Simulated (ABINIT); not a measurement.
# Quasiparticle gap of SnO2 (Cassiterite) in ABINIT, part 2 of 2

Aim: the G0W0 gap of SnO2 (Cassiterite) on PBE, step by step.

ABINIT 10.8.3; PBE and many-body steps on it, plane waves. Known limits of the many-body steps: not at the basis limit; no spin-orbit coupling; coarse k mesh.

So far. Step 2 (Ground state): The gap is direct, at Γ. Step 3 (Empty states on the mesh, 4×4×4 mesh, 89 bands): On this mesh the gap is 1.284 eV.

## (4) Screening, 4×4×4 mesh, 81 bands, screening to 106.1 eV

The RPA dielectric matrix is built and inverted for each q.

This step: RPA screening on PBE, plane waves, norm-conserving pseudopotentials.

Contents of run.abi:

```
acell 3*1.0 Angstrom
rprim 
  4.738000000000 0.000000000000 0.000000000000
  0.000000000000 4.738000000000 0.000000000000
  0.000000000000 0.000000000000 3.186500000000
ntypat 2
znucl 50 8
natom 6
typat 1 1 2 2 2 2
xred 
  0.000000000000 0.000000000000 0.000000000000
  0.500000000000 0.500000000000 0.500000000000
  0.307100000000 0.307100000000 0.000000000000
  0.192900000000 0.807100000000 0.500000000000
  0.692900000000 0.692900000000 0.000000000000
  0.807100000000 0.192900000000 0.500000000000
pp_dirpath "pseudos"
pseudos "Sn.upf, O.upf"
ecut 42
ngkpt 4 4 4
nshiftk 1
shiftk 0 0 0
kptopt 1
chksymbreak 0
istwfk *1
occopt 1
irdwfk 1
optdriver 3
nband 81
ecuteps 3.9
inclvkb 2
awtr 1
symchi 1
indata_prefix "in"
outdata_prefix "out"
tmpdata_prefix "tmp"
```

Run with:

```sh
$ OMP_NUM_THREADS=1 mpirun -n 8 abinit run.abi > log
```

Numbers of over 12 decimals in the logs are rounded to 6 here.

Output:

```text
.Version 10.8.3 of ABINIT. v10.8.2 released Aug 2026.

 Symmetries : space group P4_2/m n m (#136); Bravais tP (primitive tetrag.)
[... echo of the input left out ...]
== DATASET  1 ==================================================================
-   mpi_nproc: 8, omp_nthreads: 1 (-1 if OMP is not activated)

--- !DatasetInfo
iteration_state: {dtset: 1, }
dimensions: {natom: 6, nkpt: 18, mband: 81, nsppol: 1, nspinor: 1, nspden: 1, mpw: 6312, }
cutoff_energies: {ecut:  42.0, pawecutdg:  -1.0, }
electrons: {nelect:   6.80000000E+01, charge:   0.00000000E+00, occopt:   1.00000000E+00, tsmear:   1.00000000E-02, }

 SCREENING: Calculation of the susceptibility and dielectric matrices

 Based on a program developped by R.W. Godby, V. Olevano, G. Onida, and L. Reining.
 Incorporated in ABINIT by V. Olevano, G.-M. Rignanese, and M. Torrent.
.Using double precision arithmetic ; gwpc =  8

[... cell and pseudopotentials left out ...]
--------------------------------------------------------------------------------

 ==== K-mesh for the wavefunctions ====
 Number of points in the irreducible wedge :    18
[... list of points left out ...]
 Together with 16 symmetry operations and time-reversal symmetry
 yields    64 points in the full Brillouin Zone.

 ==== Q-mesh for the screening function ====
 Number of points in the irreducible wedge :    18
[... list of points left out ...]
 Together with 16 symmetry operations and time-reversal symmetry
 yields    64 points in the full Brillouin Zone.

 setmesh: FFT mesh size selected  =    36x   36x   24
          total number of points  =        31104

 vcoul_init : cutoff-mode = AUXILIARY_FUNCTION
 q-points for optical limit:   1
     1)      0.000010    0.000020    0.000030

- screening: taking advantage of time-reversal symmetry
- Maximum band index for partially occupied states nbvw = 34
- Remaining bands to be divided among processors   nbcw = 47
- Number of bands treated by each node ~5

 Number of electrons calculated from density =   68.0000; Expected =   68.0000
 average of density, n =  0.140867
 r_s =    1.1923
 omega_plasma =   36.2043 [eV]

 calculating chi0 at frequencies [eV] :
  1    0.000000E+00    0.000000E+00
  2    0.000000E+00    3.620427E+01

--------------------------------------------------------------------------------
  q-point number  1        q = ( 0.000000, 0.000000, 0.000000) [r.l.u.]
--------------------------------------------------------------------------------
[... chi0 elements left out ...]
 For q-point:  0.000010 0.000020 0.000030
  dielectric constant =   4.5446
  dielectric constant without local fields =   4.7463

  Average fulfillment of the sum rule on Im[epsilon] for q-point    1 :     31.04  [%]
[... wings left out ...]
  q-point number  2        q = ( 0.250000, 0.000000, 0.000000) [r.l.u.]
--------------------------------------------------------------------------------
[... chi0 elements left out ...]
  Average fulfillment of the sum rule on Im[epsilon] for q-point    2 :     44.28  [%]

 [... 16 further q-points ...]
```

It took 79 s on 8 MPI ranks of Arm Neoverse V2, shared host; peak memory 4.1 GiB.

This step gave:

| Property | Result |
| --- | --- |
| ε∞ with local fields, on this mesh, along the program's q direction | 4.545 |
| the same without local fields | 4.746 |
| plasma frequency | 36.20 eV |
| plane waves in the screening matrix | 177 |

Local fields lower ε∞ by 4 %. On a Γ-centred mesh this coarse the value itself is usually too large, while a short band sum pulls it down.

## (5) Self-energy, 4×4×4 mesh, 81 bands, screening to 106.1 eV

The self-energy is evaluated for the states that the input lists, and the levels follow from it, in one-shot runs by the linearised quasiparticle equation.

This step: G0W0 on PBE, plane waves, norm-conserving pseudopotentials.

Edit run.abi of step 4 so:

```diff
@@ -27,8 +27,15 @@
 irdwfk 1
-optdriver 3
+optdriver 4
 nband 81
+gwcalctyp 0
+ecutsigx 42
+symsigma 1
+nkptgw 1
+kptgw 
+  0.0000000000 0.0000000000 0.0000000000
+bdgw 
+  32 36
 ecuteps 3.9
-inclvkb 2
-awtr 1
-symchi 1
+irdscr 1
+ppmodel 1
 indata_prefix "in"
```

Output:

```text
.Version 10.8.3 of ABINIT. v10.8.2 released Aug 2026.

 Symmetries : space group P4_2/m n m (#136); Bravais tP (primitive tetrag.)
[... echo of the input left out ...]
== DATASET  1 ==================================================================
-   mpi_nproc: 8, omp_nthreads: 1 (-1 if OMP is not activated)

--- !DatasetInfo
iteration_state: {dtset: 1, }
dimensions: {natom: 6, nkpt: 18, mband: 81, nsppol: 1, nspinor: 1, nspden: 1, mpw: 6312, }
cutoff_energies: {ecut:  42.0, pawecutdg:  -1.0, }
electrons: {nelect:   6.80000000E+01, charge:   0.00000000E+00, occopt:   1.00000000E+00, tsmear:   1.00000000E-02, }

 SIGMA: Calculation of the GW corrections

 Based on a program developped by R.W. Godby, V. Olevano, G. Onida, and L. Reining.
 Incorporated in ABINIT by V. Olevano, G.-M. Rignanese, and M. Torrent.
.Using double precision arithmetic ; gwpc =  8

[... cell and pseudopotentials left out ...]
--------------------------------------------------------------------------------

 ==== K-mesh for the wavefunctions ====
 Number of points in the irreducible wedge :    18
[... list of points left out ...]
 Together with 16 symmetry operations and time-reversal symmetry
 yields    64 points in the full Brillouin Zone.

 ==== Q-mesh for screening function ====
 Number of points in the irreducible wedge :    18
[... list of points left out ...]
 Together with 16 symmetry operations and time-reversal symmetry
 yields    64 points in the full Brillouin Zone.

 vcoul_init : cutoff-mode = AUXILIARY_FUNCTION
 q-points for optical limit:   1
     1)      0.000010    0.000020    0.000030
 setmesh: FFT mesh size selected  =    54x   54x   36
          total number of points  =       104976

 Number of electrons calculated from density =   68.0000; Expected =   68.0000
 average of density, n =  0.140867
 r_s =    1.1923
 omega_plasma =   36.2043 [eV]

 === KS Band Gaps ===
  >>>> For spin  1
   Minimum direct gap =   1.2836 [eV], located at k-point      :   0.0000  0.0000  0.0000
   Fundamental gap    =   1.2836 [eV], Top of valence bands at :   0.0000  0.0000  0.0000
                                       Bottom of conduction at :   0.0000  0.0000  0.0000
 SIGMA fundamental parameters:
 PLASMON POLE MODEL  1
 number of plane-waves for SigmaX                 6273
 number of plane-waves for SigmaC and W            177
 number of plane-waves for wavefunctions          6273
 number of bands                                    81
 number of independent spin polarizations            1
 number of spinorial components                      1
 number of k-points in IBZ                          18
 number of q-points in IBZ                          18
 number of symmetry operations                      16
 number of k-points in BZ                           64
 number of q-points in BZ                           64
 number of frequencies for dSigma/dE                 9
 frequency step for dSigma/dE [eV]                0.25
 number of omega for Sigma on real axis              0
 max omega for Sigma on real axis  [eV]           0.00
 zcut for avoiding poles [eV]                     0.10

 EPSILON^-1 parameters (SCR file):
 dimension of the eps^-1 matrix on file            177
 dimension of the eps^-1 matrix used               177
 number of plane-waves for wavefunctions          6273
 number of bands                                    81
 number of q-points in IBZ                          18
 number of frequencies                               2
 number of real frequencies                          1
 number of imag frequencies                          1

 matrix elements of self-energy operator (all in [eV])

 Perturbative Calculation

--- !SelfEnergy_ee
iteration_state: {dtset: 1, }
kpoint     : [   0.000,    0.000,    0.000, ]
spin       : 1
KS_gap     :    1.284
QP_gap     :    2.790
Delta_QP_KS:    1.506
data: !SigmaeeData |
     Band     E0 <VxcDFT>   SigX SigC(E0)      Z dSigC/dE  Sig(E)    E-E0       E
       32   6.013 -20.016 -25.535   5.262   0.791  -0.264 -20.219  -0.203   5.810
       33   6.013 -20.016 -25.535   5.262   0.791  -0.264 -20.219  -0.203   5.810
       34   6.777 -20.351 -26.231   5.613   0.790  -0.265 -20.562  -0.211   6.566
       35   8.061 -16.498 -12.586  -2.381   0.846  -0.182 -15.203   1.295   9.356
       36  12.920 -16.302 -10.641  -3.350   0.839  -0.192 -14.363   1.939  14.858

== END DATASET(S) ==============================================================
================================================================================

 -outvars: echo values of variables after computation  --------
           etotal      0.0000000000E+00
            nband          81
             nkpt          18
          spgroup         136
 [... the other variables as echoed above ...]

 Calculation completed.
```

It took 4.5 s on 8 MPI ranks; peak memory 2.1 GiB; 35 s of CPU time.

This step gave:

```
G0W0 gap on the points computed              : 2.79 eV
starting gap on the mesh                     : 1.284 eV
k of the valence top                         : 0, 0, 0
k of the conduction bottom                   : 0, 0, 0
Z at the valence top                         : 0.79
Z at the conduction bottom                   : 0.846
least direct G0W0 gap on the computed points : 2.79 eV
```

The gap on the mesh goes from 1.28 eV to 2.79 eV, a correction of +1.51 eV.

Limits: finite bands, cutoff and mesh; no spin-orbit coupling; coarse k mesh. v1 is the top filled band, c1 the lowest empty one. The levels before and after the correction (eV, zero at the valence-band top of each column):

```csv
,conduction bottom,valence top
Kohn-Sham,1.28,0.00
G0W0,2.79,0.00
```

```
             level  energy (eV)
Kohn-Sham  Γ v3-v2       -0.764
Kohn-Sham     Γ v1        0.000
Kohn-Sham     Γ c1        1.284
Kohn-Sham     Γ c2        6.143
     G0W0  Γ v3-v2       -0.756
     G0W0     Γ v1        0.000
     G0W0     Γ c1        2.790
     G0W0     Γ c2        8.292
```

## (6) Where the time went

Times are wall times on 8 MPI ranks of Arm Neoverse V2, shared host, good to a factor of about two.

```csv
step,time,share,memory (GiB)
ground state,35 s,22 %,0.78
empty states on the mesh,44 s,27 %,0.7
screening,79 s,49 %,4.1
self-energy,4.5 s,3 %,2.1
```

## (7) Results

- PBE gap: 1.28 eV, direct
- G0W0 gap on the mesh: 2.79 eV
- GW settings: 4×4×4 mesh, 81 bands, screening to 106.1 eV, Godby-Needs plasmon pole
- known limits: not at the basis limit; no spin-orbit coupling; coarse k mesh

G0W0 moves the gap on the mesh from 1.28 eV to 2.79 eV (+1.51 eV), with Z of 0.79 and 0.85 at the edges. Local fields lower the RPA ε∞ on this mesh from 4.75 to 4.54; a Γ-centred mesh this coarse tends to raise both, most where the direct gap is narrow, while a short band sum lowers them. Only 1 of the mesh's irreducible points was corrected, so a valley elsewhere could overtake. The dearest step here is «screening». Against experiment, by G0W0@PBE: the gap of 2.79 eV lies −0.81 eV from the measured 3.6 eV (kind not stated, quoted 2022). The calculation has static nuclei and no excitons; a measured gap holds zero-point and thermal motion, which mostly lowers it. Against the values above the computed gap that would widen the miss. An edge that is forbidden or weak in absorption could explain it, and so could too strong a screening: the start's gap is only 1.28 eV, the mesh is coarse, and one shot does not repair that. Bands and cutoff are finite, so the gap is not at the basis limit. The miss can reach some tenths of an eV and take either sign; the mesh is an error of its own. In the G0W0 run levels were corrected at 1 k point alone, so a gap called «on the mesh» is the least over those, and an edge elsewhere would be missed. The 4×4×4 mesh is coarse for this cell, which bears on the long-range parts of exchange and screening. The many-body steps are scalar-relativistic: spin-orbit coupling is not in them.

[Paths, hosts, dates, memory and timing lines, banners, echoed tables and standing remarks are left out of the program output.]

[Logs are printed without paths, hosts, clocks, repeated set-up lines and the standing remarks that a program may print on its own settings, such as how far it seeks lower states.]

[Runs of the session that timed out or met a known fault of the program may be left out.]

[Hosts, paths, dates, database ids (printed as entryN), source tags and the programs' standing remarks are cut or masked in the printed files.]

[G0W0 gaps are taken among the corrected bands and points alone; a level outside them can change the order at an edge.]

[Where Ansatz stands beside ABINIT at settings called matched, ABINIT's density can come from a denser mesh and the files from another edition; pairs whose starting gaps differed by over 0.03 eV were left out, so agreement reads better than it is.]
